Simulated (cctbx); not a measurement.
## A disordered crystal of nominal Gd2Zr2S7

Cell a = 12.5920 Å, b = 12.5920 Å, c = 12.5920 Å, α = 90.00°, β = 90.00°, γ = 90.00°; space group Fd-3m (no. 227, origin choice 1); nominal formula Gd2Zr2S7.

The data are simulated with cctbx, not measured: Mo Kα, λ = 0.71073 Å, to d = 0.75 Å, 95 % of the full sphere, strongest reflection 70000 counts, noise from counting, a 2 % proportional error and a noise floor of 8 counts (s.d.); no absorption.

With every site full:

```text
Rint 0.019, 147 unique reflections to 0.75 A
cycle     R1     wR2    GooF  max shift (A)
   1  0.0962  0.2274  27.507   0.00136
   2  0.0177  0.0395   4.778   0.00000
final R1 0.0177 wR2 0.0395 GooF 4.778  parameters 9  data/parameter 16.3
atom        x        y        z      Ueq    occ   su(xyz)  su(Uiso or U11)
Gd1    0.12500  0.12500  0.12500   0.0081  1.000  0.00000  0.0002
Zr2    0.37500  0.62500  0.37500   0.0061  1.000  0.00000  0.0002
S1     0.21039  0.00000  0.50000   0.0156  1.000  0.00011  0.0007
S2     0.50000  0.00000  0.50000   0.0116  1.000  0.00000  0.0006
difference map: max 2.45 min -0.58 rms 0.20
Q1    0.1250  0.1250  0.6250   16    2.45  0.00 A from Zr2
Q2    0.1250  0.1250  0.1250   16    1.11  0.00 A from Gd1
Q3    0.0000  0.0000  0.2600   48    0.52  0.37 A from S1
Q4    0.0972  0.0972  0.0972   32    0.51  0.61 A from Gd1
Q5    0.0289  0.1702  0.6702   96    0.28  1.43 A from S1
Q6    0.0224  0.0224  0.9776   32    0.26  0.49 A from S2
```

With the occupancies of the suspect sites free, each still typed as its main element:

```text
Rint 0.019, 147 unique reflections to 0.75 A
cycle     R1     wR2    GooF  max shift (A)
   1  0.0554  0.1390  16.934   0.00040
  17  0.0040  0.0091   1.104   0.00001
final R1 0.0040 wR2 0.0090 GooF 1.099  parameters 11  data/parameter 13.4
atom        x        y        z      Ueq    occ   su(xyz)  su(Uiso or U11)
Gd1    0.12500  0.12500  0.12500   0.0083  0.969  0.00000  0.0000
Zr2    0.37500  0.62500  0.37500   0.0091  1.031  0.00000  0.0001
S1     0.21053  0.00000  0.50000   0.0174  1.000  0.00003  0.0002
S2     0.50000  0.00000  0.50000   0.0135  1.000  0.00000  0.0002
su of occupancy Gd1: 0.002
su of occupancy Zr2: 0.003
difference map: max 0.44 min -0.43 rms 0.07
Q1    0.1059  0.1059  0.6059   32    0.48  0.42 A from Zr2
Q2    0.1065  0.1065  0.1065   32    0.37  0.40 A from Gd1
Q3    0.0791  0.0791  0.4209   32    0.24  2.17 A from S1
Q4    0.0247  0.1923  0.6923   96    0.24  1.04 A from S1
Q5    0.0859  0.1410  0.3590   96    0.24  2.26 A from S1
Q6    0.0229  0.1970  0.1970   96    0.22  1.23 A from S1
```

**Question.** What is the disorder?

X-rays count electrons. Gd1 refines to 0.969(0.002), or 62.0 electrons; the site truly holds 0.95 Gd and 0.05 Zr, 62.8 electrons, which is 0.981 of Gd; Zr2 refines to 1.031(0.003), or 41.2 electrons; the site truly holds 0.95 Zr and 0.05 Gd, 41.2 electrons, which is 1.030 of Zr. A value under 1 can't tell vacancies from a lighter guest, and one over 1 needs a heavier guest; chemistry or a second radiation must settle which. Occupancy correlates with U and the scale, and the two elements' form factors differ in shape, so the match is approximate.

Freeing them takes R1 from 0.0177 to 0.0040 and GooF from 4.78 to 1.10.

The model was made for the exercise: a known structure type with other elements put in, its volume estimated, not relaxed; displacement parameters are assumed.

[Middle refinement cycles are left out of these outputs.]

[Logs are printed without paths, hosts, clocks, repeated set-up lines and the standing remarks that a program may print on its own settings, such as how far it seeks lower states.]
